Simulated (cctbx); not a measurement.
# Resonant diffraction in Ag5Ir

Space group R32 (no. 155), a = 4.9600 Å, b = 4.9600 Å, c = 14.2070 Å, α = 90.00°, β = 90.00°, γ = 120.00°.

| atom | mult. | x | y | z | Ueq (Å²) |
| --- | --- | --- | --- | --- | --- |
| Ir1 | 3 | 0 | 0 | 0 | 0.0029 |
| Ag1 | 9 | 0.3387 | 1/3 | 5/6 | 0.0035 |
| Ag2 | 6 | 1/3 | 2/3 | 0.9967 | 0.0041 |

This is a model crystal, built by substitution and not relaxed, with assumed displacement parameters.

Calculated with cctbx: free-atom f′ and f″ from the Sasaki tables, no fine structure; amplitudes in electrons.

```csv
E (eV),F 1 1 3,F 1 1 0,F 0 2 4,F 1 0 4
24914,589.0,352.7,87.3,110.5
25264,578.8,347.7,89.5,112.3
25394,570.2,343.4,91.3,113.9
25454,561.9,339.2,93.1,115.4
25484,553.8,335.1,94.9,116.9
25499,545.8,331.1,96.7,118.4
25506,539.1,327.8,98.2,119.6
25510,531.8,324.1,99.8,121.0
25518,510.4,331.5,102.7,123.5
25522,528.6,340.0,98.7,120.1
25529,537.8,344.3,96.7,118.4
25544,547.4,348.9,94.6,116.6
25574,556.6,353.3,92.6,115.0
25664,568.5,359.0,89.9,112.8
25914,581.3,365.1,87.1,110.4
```

**Question.** Which edge is crossed, and why do the reflections move as they do?

The K edge of Ag. The edge is at 25514 eV. f′ of Ag falls from -4.8 e at 25394 eV to -7.8 e at 4 eV below it, and f″ steps from 0.55 to 3.62 e across it. Over that approach |F| changes by -7 % (1 1 3), -6 % (1 1 0), +9 % (0 2 4) and +6 % (1 0 4): a reflection falls where Ag scatters in phase with the total and rises where it scatters against it; it hardly moves where the Ag term is small or cancels by symmetry or lies in quadrature to the total. The f″ term interferes with the normal scattering with opposite sign for the two Friedel mates. The largest Friedel difference in the scan is 4.6 % of the mean (1 1 0, at 25518 eV).

[Logs are printed without paths, hosts, clocks, repeated set-up lines and the standing remarks that a program may print on its own settings, such as how far it seeks lower states.]
